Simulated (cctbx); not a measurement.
**EuIn2N2 with cctbx, script by script**

Library: cctbx 2025.11. The data are simulated by the first script.

## 1. Simulate the data

run.py:

```python
from cctbx import adptbx, crystal, miller, sgtbx, xray
from cctbx.array_family import flex
from iotbx.shelx import hklf
from scitbx import matrix
import scitbx.random

cs = crystal.symmetry(unit_cell=(5.569, 5.644, 12.056, 90, 90, 90), space_group_symbol='Hall: -F 2 2')  # Fmmm
atoms = [  # label, site, U (iso, or U11 U22 U33 U12 U13 U23 in A^2), occupancy
    ("Eu1", (0, 0, 0), (0.0087, 0.0086, 0.0121, -0.0000, 0.0000, 0.0000), 1),
    ("In1", (0.75, 0.75, 0.25), (0.0032, 0.0061, 0.0116, 0.0000, 0.0000, 0.0000), 1),
    ("N1", (0.5, 0, 0.1358), (0.0280, 0.0264, 0.0229, 0.0000, 0.0000, 0.0000), 1),
]
xs = xray.structure(crystal_symmetry=cs)
for label, site, u, occ in atoms:
    u = adptbx.u_cif_as_u_star(cs.unit_cell(), u) if isinstance(u, tuple) else u
    xs.add_scatterer(xray.scatterer(label, site=site, u=u, occupancy=occ))
xs.set_inelastic_form_factors(0.71073, "sasaki")
xs.show_summary()
p1 = xs.expand_to_p1()
ms = miller.build_set(p1, anomalous_flag=True, d_min=0.84)
flex.set_random_seed(329050)
scitbx.random.set_random_seed(329050)
ms = ms.select(flex.random_double(ms.size()) < 0.7)
i = ms.structure_factors_from_scatterers(p1, algorithm="direct").f_calc().as_intensity_array().data()
i = i * 20000 / flex.max(i)
sig = flex.sqrt(i + flex.pow2(0.06 * i) + 4 ** 2)
noise = scitbx.random.variate(scitbx.random.normal_distribution())(i.size())
data = ms.array(data=i + sig * noise, sigmas=sig).set_observation_type_xray_intensity()
with open("data.hkl", "w") as f:
    data.export_as_shelx_hklf(f)
print("reflections written:", data.size(), " <I/sigma> = %.1f" % flex.mean(data.data() / data.sigmas()))
for h, a, b in list(data.sort("data"))[:12]:
    print("%4d%4d%4d %9.1f %7.1f" % (h + (a, b)))
```

```console
$ python run.py
```

```text
Number of scatterers: 3
At special positions: 3
Unit cell: (5.569, 5.644, 12.056, 90, 90, 90)
Space group: F m m m (No. 69)
reflections written: 1865  <I/sigma> = 3.7
   2   0  -2   21952.5  1208.3
   0   2   2   20023.5  1206.1
   0  -2  -2   19974.1  1206.1
   0   2  -2   19317.2  1206.1
   0  -2   2   19258.8  1206.1
   0   0   4   18439.1  1148.7
   2  -2   0   18366.9  1148.6
   2   2   0   18095.9  1148.6
   0   2  -6   14681.2   838.5
  -2   0   6   14669.4   841.0
   0  -2  -6   14622.1   838.5
   2   0  -6   14617.6   841.0
```

Run time: 0.42 s on 1 thread of Arm Neoverse N1, with other jobs on the host, peak memory 0.07 GiB.

## 2. Symmetry

run.py:

```python
from cctbx import crystal, sgtbx, statistics
from cctbx.array_family import flex
from iotbx.shelx import hklf

p1 = crystal.symmetry(unit_cell=(5.569, 5.644, 12.056, 90, 90, 90), space_group_symbol="P 1")
raw = hklf.reader(file_name="data.hkl").as_miller_arrays(crystal_symmetry=p1, anomalous=True)[0]
print(raw.size(), "reflections to d = %.3f A" % raw.d_min())
isig = raw.data() / raw.sigmas()
print("centring   violations  <I/sigma> of those")
best = "P"
for c in "ABCIRF":
    a = raw.customized_copy(space_group_info=sgtbx.space_group_info("Hall: %s 1" % c)).sys_absent_flags().data()
    m = flex.mean(isig.select(a))
    print("%5s %10d of %5d %8.1f" % (c, (isig.select(a) > 4).count(True), a.count(True), m))
    if (isig.select(a) > 4).count(True) < 0.01 * a.count(True):
        best = c
raw = raw.select(~raw.customized_copy(space_group_info=sgtbx.space_group_info("Hall: %s 1" % best)).sys_absent_flags().data())
isig = raw.data() / raw.sigmas()
rows = []
for s in sgtbx.space_group_symbol_iterator():
    g = sgtbx.space_group(s)
    if g.conventional_centring_type_symbol() != best or not g.is_compatible_unit_cell(p1.unit_cell(), 1e-3, 0.02):
        continue
    rows.append((s, g))
print("Laue class    unique    Rint  (classes that these axes allow; Friedel mates merged)")
rint = {}
for s, g in rows:
    laue = g.build_derived_patterson_group()
    key = laue.type().hall_symbol()
    if key not in rint:
        m = raw.customized_copy(space_group_info=laue.info(), anomalous_flag=False).merge_equivalents()
        rint[key] = m.r_int()
        print("%-14s %6d %7.3f" % (laue.type().lookup_symbol(), m.array().size(), m.r_int()))
floor = min(rint.values())
good = [(s, g) for s, g in rows if rint[g.build_derived_patterson_group().type().hall_symbol()] < 2 * floor + 0.03]
top = max(g.build_derived_patterson_group().order_z() for s, g in good)
print("space group    extra absences  I>4sigma  <I/sigma>")
for s, g in good:
    laue = g.build_derived_patterson_group()
    if laue.order_z() != top:
        continue
    a = raw.customized_copy(space_group_info=g.info()).sys_absent_flags().data()
    a &= ~raw.customized_copy(space_group_info=laue.info()).sys_absent_flags().data()
    bad = (isig.select(a) > 4).count(True)
    if bad <= 0.03 * a.count(True):
        print("%-16s %8d %10d %9s  %s" % (s.universal_hermann_mauguin(), a.count(True), bad, "%.1f" % flex.mean(isig.select(a)) if a.count(True) else "-", "centric" if g.is_centric() else "acentric"))
laue = max(good, key=lambda t: t[1].build_derived_patterson_group().order_z())[1].build_derived_patterson_group()
f = raw.customized_copy(space_group_info=laue.info(), anomalous_flag=False).merge_equivalents().array().eliminate_sys_absent().f_sq_as_f()
f.set_observation_type_xray_amplitude()
bins = max(3, min(8, f.size() // 12))
f.setup_binner(n_bins=bins)
w = statistics.wilson_plot(f, {e: n / laue.order_z() for e, n in {'Eu': 4.0, 'In': 8.0, 'N': 8.0}.items()}, e_statistics=True)
print("Wilson B = %.2f A^2   <|E^2-1|> = %.3f (0.968 centric, 0.736 acentric)   E^2>4: %.1f %%" % (w.wilson_b, w.mean_e_sq_minus_1, w.percent_e_sq_gt_2))
print("shell (A)         n   <I/sigma>")
m = raw.customized_copy(space_group_info=laue.info(), anomalous_flag=False).merge_equivalents().array().eliminate_sys_absent()
for b in m.setup_binner(n_bins=bins).range_used():
    sel = m.binner().selection(b)
    print("%5.2f - %4.2f %6d %8.1f" % (min(m.binner().bin_d_range(b)[0] if m.binner().bin_d_range(b)[0] > 0 else 99, 99), m.binner().bin_d_range(b)[1], sel.count(True), flex.mean((m.data() / m.sigmas()).select(sel))))
```

```console
$ python run.py
```

```text
1865 reflections to d = 0.842 A
centring   violations  <I/sigma> of those
    A          0 of   926     -0.1
    B          0 of   930      0.0
    C          0 of   934      0.0
    I        234 of   917      3.8
    R        309 of  1268      3.6
    F          0 of  1395     -0.0
Laue class    unique    Rint  (classes that these axes allow; Friedel mates merged)
F m m m           109   0.043
space group    extra absences  I>4sigma  <I/sigma>
F 2 2 2                 0          0         -  acentric
F m m 2                 0          0         -  acentric
F 2 m m                 0          0         -  acentric
F m 2 m                 0          0         -  acentric
F m m m                 0          0         -  centric
Wilson B = 0.64 A^2   <|E^2-1|> = 0.787 (0.968 centric, 0.736 acentric)   E^2>4: 0.0 %
shell (A)         n   <I/sigma>
 6.03 - 1.67     15     25.7
 1.67 - 1.33     14     27.0
 1.33 - 1.17     14     29.1
 1.17 - 1.06     14     27.3
 1.06 - 0.98     10     28.4
 0.98 - 0.93     17     25.1
 0.93 - 0.88     13     26.6
 0.88 - 0.84     12     26.5
```

Time: 0.48 s.

## 3. Charge flipping

run.py:

```python
import itertools
from cctbx import crystal, maptbx
from cctbx.array_family import flex
from iotbx.shelx import hklf
from smtbx.ab_initio import charge_flipping as cf

cs = crystal.symmetry(unit_cell=(5.569, 5.644, 12.056, 90, 90, 90), space_group_symbol='Hall: -F 2 2')  # Fmmm
raw = hklf.reader(file_name="data.hkl").as_miller_arrays(crystal_symmetry=cs, anomalous=True)[0]
merged = raw.eliminate_sys_absent().merge_equivalents()
fo2 = merged.array().set_observation_type_xray_intensity()
f = fo2.average_bijvoet_mates().f_sq_as_f().resolution_filter(d_min=0.9)
p1 = f.expand_to_p1()
p1.setup_binner_counting_sorted(reflections_per_bin=max(40, p1.size() // 12))
work = p1.array(data=p1.data() / p1.amplitude_quasi_normalisations().data())
flex.set_random_seed(19871)
it = cf.weak_reflection_improved_iterator(delta=None, weak_reflection_fraction=0.2)
it.start(work, phases=flex.random_double(p1.size()) * 6.2832, f_000=0)
it.delta = 1.2 * it.rho_map.sigma()
print("cycle      R  skewness")
for n, st in enumerate(itertools.islice(it, 200)):
    if n % 16 == 0:
        print("%5d %6.3f %8.2f" % (n, st.r1_factor(), st.rho_map.skewness()))
rho = p1.phase_transfer(it.f_calc).fft_map().apply_volume_scaling()
polish = cf.low_density_elimination_iterator(constant_rho_c=rho.sigma())
polish.start(f_obs=p1, phases=it.f_calc, f_000=0)
for _ in range(8):
    next(polish)
print("origin shift          correlation  skewness")
maps = []
for fc, shift, cc in itertools.islice(cf.f_calc_symmetrisations(f, polish.f_calc, 0), 4):
    m = f.phase_transfer(fc).fft_map(symmetry_flags=maptbx.use_space_group_symmetry, resolution_factor=0.25).apply_sigma_scaling()
    maps.append((m.skewness(), cc, m))
    print("%6.3f %6.3f %6.3f %10.3f %9.2f" % (tuple(shift) + (cc, m.skewness())))
skew, cc, m = max((t for t in maps if t[1] > maps[0][1] - 0.04), key=lambda t: t[0])
print("taken: symmetry correlation %.3f, skewness %.2f" % (cc, skew))
peaks = m.peak_search(parameters=maptbx.peak_search_parameters(min_distance_sym_equiv=0.9, max_clusters=8)).all()
sps = cs.special_position_settings(min_distance_sym_equiv=0.5)
print("peak      x       y       z  mult  height/sigma")
for k, (x, h) in enumerate(zip(peaks.sites(), peaks.heights())):
    ss = sps.site_symmetry(x)
    print("Q%-3d %7.4f %7.4f %7.4f %4d %8.1f" % ((k + 1,) + tuple(t % 1 for t in ss.exact_site()) + (ss.multiplicity(), h)))
```

```console
$ python run.py
```

```text
cycle      R  skewness
    0  0.469     0.45
   16  0.394     2.73
   32  0.377     2.83
   48  0.382     2.82
   64  0.384     2.55
   80  0.359     2.74
   96  0.360     2.70
  112  0.358     2.46
  128  0.384     2.75
  144  0.381     2.89
  160  0.368     2.68
  176  0.385     2.70
  192  0.370     2.86
origin shift          correlation  skewness
 0.005  0.084  0.356      0.893      3.76
 0.005  0.334  0.106      0.894      3.23
 0.255  0.084  0.356      0.893      3.48
 0.005  0.084  0.106      0.893      3.23
taken: symmetry correlation 0.893, skewness 3.76
peak      x       y       z  mult  height/sigma
Q1    0.0000  0.2241  0.0000    8     10.2
Q2    0.2500  0.0000  0.2500    8      8.6
Q3    0.0000  0.0000  0.5000    4      3.2
Q4    0.0000  0.0000  0.2736    8      2.3
Q5    0.0000  0.0891  0.3854   16      2.0
Q6    0.1930  0.0000  0.3536   16      1.4
Q7    0.1608  0.0867  0.0470   32      1.3
Q8    0.0832  0.1276  0.1959   32      1.3
```

Time: 0.52 s.

## 4. Refinement (model from the peaks)

run.py:

```python
import math
from cctbx import adptbx, crystal, maptbx, sgtbx, xray
from cctbx.array_family import flex
from cctbx.xray import observations
from iotbx.shelx import hklf
from scitbx.lstbx import normal_eqns_solving
from smtbx import absolute_structure, utils
from smtbx.refinement import constraints, least_squares

cs = crystal.symmetry(unit_cell=(5.569, 5.644, 12.056, 90, 90, 90), space_group_symbol='Hall: -F 2 2')  # Fmmm
atoms = [  # label, site, U (iso, or U11 U22 U33 U12 U13 U23 in A^2), occupancy
    ("In1", (0, 0.2241, 0), 0.0200, 1),
    ("N1", (0, 0, 0.2736), 0.0200, 1),
]
xs = xray.structure(crystal_symmetry=cs)
for label, site, u, occ in atoms:
    u = adptbx.u_cif_as_u_star(cs.unit_cell(), u) if isinstance(u, tuple) else u
    xs.add_scatterer(xray.scatterer(label, site=site, u=u, occupancy=occ))
xs.set_inelastic_form_factors(0.71073, "sasaki")
raw = hklf.reader(file_name="data.hkl").as_miller_arrays(crystal_symmetry=cs, anomalous=True)[0]
merged = raw.eliminate_sys_absent().merge_equivalents()
fo2 = merged.array().set_observation_type_xray_intensity()
print("Rint %.3f, %d unique reflections to %.2f A" % (merged.r_int(), fo2.size(), fo2.d_min()))
for sc in xs.scatterers():
    sc.flags.set_grad_site(True)
    sc.flags.set_grad_u_aniso(sc.flags.use_u_aniso())
    sc.flags.set_grad_u_iso(sc.flags.use_u_iso())
obs = fo2.as_xray_observations()
extra = {}
rep = constraints.reparametrisation(xs, [], utils.connectivity_table(xs), **extra)
ls = least_squares.crystallographic_ls(obs, rep, weighting_scheme=least_squares.mainstream_shelx_weighting(a=0, b=0))
print("cycle     R1     wR2    GooF  max shift (A)")
for cycle in range(6):
    ls.build_up()
    r1, wr2, goof = ls.r1_factor(cutoff_factor=2)[0], ls.wR2(), ls.goof()
    old = xs.sites_cart()
    normal_eqns_solving.levenberg_marquardt_iterations(ls, n_max_iterations=3, tau=0.0001, step_threshold=1e-7)
    big = flex.max((xs.sites_cart() - old).norms())
    print("%4d %7.4f %7.4f %7.3f %9.5f" % (cycle + 1, r1, wr2, goof, big))
    ls.build_up(objective_only=True)
    if abs(ls.wR2() - wr2) < 5e-5 and big < 5e-4:
        break
ls.build_up()
print("final R1 %.4f wR2 %.4f GooF %.3f  parameters %d  data/parameter %.1f" % (ls.r1_factor(cutoff_factor=2)[0], ls.wR2(), ls.goof(), ls.n_parameters, fo2.size() / ls.n_parameters))
cov = ls.covariance_matrix_and_annotations()
su = dict(zip(cov.annotations, (math.sqrt(max(v, 0)) for v in cov.matrix.matrix_packed_u_diagonal())))
a2 = cs.unit_cell().reciprocal_parameters()[0] ** -2
print("atom        x        y        z      Ueq    occ   su(xyz)  su(Uiso or U11)")
for sc in xs.scatterers():
    s = max(su.get(sc.label + k, 0) for k in (".x", ".y", ".z"))
    npd = "" if sc.is_positive_definite_u(cs.unit_cell()) else "  NPD"
    print("%-5s %8.5f %8.5f %8.5f %8.4f %6.3f %8.5f %7.4f%s" % ((sc.label,) + sc.site + (sc.u_iso_or_equiv(cs.unit_cell()), sc.occupancy, s, su.get(sc.label + ".uiso", su.get(sc.label + ".u11", 0) * a2), npd)))
fo = fo2.f_sq_as_f()
fc = fo.structure_factors_from_scatterers(xs, algorithm="direct").f_calc()
diff = fo.f_obs_minus_f_calc(1 / math.sqrt(ls.scale_factor()), fc).average_bijvoet_mates()
m = diff.fft_map(symmetry_flags=maptbx.use_space_group_symmetry, resolution_factor=0.25).apply_volume_scaling()
print("difference map: max %.2f min %.2f rms %.2f" % (m.statistics().max(), m.statistics().min(), m.statistics().sigma()))
peaks = m.peak_search(parameters=maptbx.peak_search_parameters(min_distance_sym_equiv=0.6, max_clusters=6)).all()
near = xs.closest_distances(peaks.sites(), distance_cutoff=4)
sps = cs.special_position_settings(min_distance_sym_equiv=0.5)
for k, (x, h) in enumerate(zip(peaks.sites(), peaks.heights())):
    ss = sps.site_symmetry(x)
    print("Q%-3d %7.4f %7.4f %7.4f %4d %7.2f  %.2f A from %s" % ((k + 1,) + tuple(t % 1 for t in ss.exact_site()) + (ss.multiplicity(), h, near.smallest_distances[k], xs.scatterers()[near.i_seqs[k]].label)))
```

```console
$ python run.py
```

```text
Rint 0.043, 109 unique reflections to 0.84 A
cycle     R1     wR2    GooF  max shift (A)
   1  0.7491  0.9008  25.691   0.38866
   2  0.6988  0.8336  23.775   1.12120
   3  0.6948  0.8293  23.651   1.22294
   4  0.7094  0.8520  24.299   1.18235
   5  0.7081  0.8511  24.274   0.09271
   6  0.6913  0.8281  23.618   0.22373
final R1 0.7045 wR2 0.8500 GooF 24.243  parameters 4  data/parameter 27.2
atom        x        y        z      Ueq    occ   su(xyz)  su(Uiso or U11)
In1    0.00000  0.18460  0.00000   0.0122  1.000  0.00916  0.0132
N1     0.00000  0.00000  0.00246   0.9660  1.000 17.09386  9.1120
difference map: max 270.14 min -208.14 rms 22.85
Q1    0.0000  0.1607  0.0000    8  271.73  0.13 A from In1
Q2    0.2500  0.0850  0.2500   16  168.17  3.33 A from N1
Q3    0.0000  0.1541  0.5000    8   95.73  0.91 A from In1
Q4    0.1490  0.0000  0.5000    8   31.02  1.95 A from N1
Q5    0.1556  0.0000  0.0000    8   22.85  0.87 A from N1
Q6    0.0957  0.2500  0.2500   16   22.67  3.08 A from In1
```

Time: 0.84 s.

Figures of merit this high mean that the model is still wrong or incomplete.

## 5. Charge flipping

run.py, as its changes from the last script of this kind:

```diff
@@ -13,3 +13,2 @@
-p1.setup_binner_counting_sorted(reflections_per_bin=max(40, p1.size() // 12))
-work = p1.array(data=p1.data() / p1.amplitude_quasi_normalisations().data())
-flex.set_random_seed(19871)
+work = p1
+flex.set_random_seed(19872)
@@ -20,2 +19,2 @@
-for n, st in enumerate(itertools.islice(it, 200)):
-    if n % 16 == 0:
+for n, st in enumerate(itertools.islice(it, 400)):
+    if n % 33 == 0:
```

```console
$ python run.py
```

```text
cycle      R  skewness
    0  0.461     0.19
   33  0.231     3.86
   66  0.231     3.64
   99  0.227     3.63
  132  0.222     3.53
  165  0.221     3.58
  198  0.216     3.62
  231  0.223     3.56
  264  0.228     3.62
  297  0.217     3.58
  330  0.210     3.58
  363  0.213     3.56
  396  0.214     3.52
origin shift          correlation  skewness
 0.118  0.232  0.341      0.989      4.23
 0.363  0.232  0.091      0.985      4.13
 0.115 -0.031  0.094      0.986      4.19
 0.361 -0.016  0.341      0.986      4.42
taken: symmetry correlation 0.986, skewness 4.42
peak      x       y       z  mult  height/sigma
Q1    0.0000  0.2217  0.0000    8     11.3
Q2    0.2500  0.0000  0.2500    8      8.2
Q3    0.0000  0.0000  0.0000    4      2.7
Q4    0.0000  0.0000  0.2698    8      1.7
Q5    0.1301  0.1071  0.4500   32      1.3
Q6    0.0000  0.0000  0.1665    8      1.2
Q7    0.0000  0.0801  0.0915   16      1.1
Q8    0.1074  0.1587  0.1765   32      1.1
```

Time: 0.65 s.

## 6. Refinement (model from the peaks)

run.py, as its changes from the last script of this kind:

```diff
@@ -12,2 +12,2 @@
-    ("In1", (0, 0.2241, 0), 0.0200, 1),
-    ("N1", (0, 0, 0.2736), 0.0200, 1),
+    ("In1", (0, 0.2217, 0), 0.0200, 1),
+    ("N1", (0, 0, 0.2698), 0.0200, 1),
```

```console
$ python run.py
```

```text
Rint 0.043, 109 unique reflections to 0.84 A
cycle     R1     wR2    GooF  max shift (A)
   1  0.7462  0.8994  25.651   0.42946
   2  0.6989  0.8338  23.780   0.64507
   3  0.6947  0.8296  23.660   2.49652
   4  0.6955  0.8287  23.636   0.13237
   5  0.6953  0.8285  23.629   0.16993
   6  0.6952  0.8284  23.625   0.12600
final R1 0.6952 wR2 0.8283 GooF 23.623  parameters 4  data/parameter 27.2
atom        x        y        z      Ueq    occ   su(xyz)  su(Uiso or U11)
In1    0.00000  0.18660  0.00000   0.0001  1.000  0.00707  0.0115
N1     0.00000  0.00000  0.00931   0.9989  1.000  5.87198 10.9257
difference map: max 299.51 min -235.98 rms 25.93
Q1    0.0000  0.1585  0.0000    8  302.82  0.16 A from In1
Q2    0.2500  0.0851  0.2500   16  191.01  3.25 A from N1
Q3    0.0000  0.1552  0.5000    8  110.64  0.89 A from In1
Q4    0.1486  0.0000  0.5000    8   34.70  1.95 A from In1
Q5    0.1584  0.0000  0.0000    8   25.39  0.89 A from N1
Q6    0.0955  0.2500  0.2500   16   24.86  3.08 A from In1
```

Run time: 0.87 s on 1 thread of Arm Neoverse N1, on a shared host, peak memory 0.09 GiB.

Figures of merit this high mean that the model is still wrong or incomplete.

[Logs are printed without paths, hosts, clocks, repeated set-up lines and the standing remarks that a program may print on its own settings, such as how far it seeks lower states.]
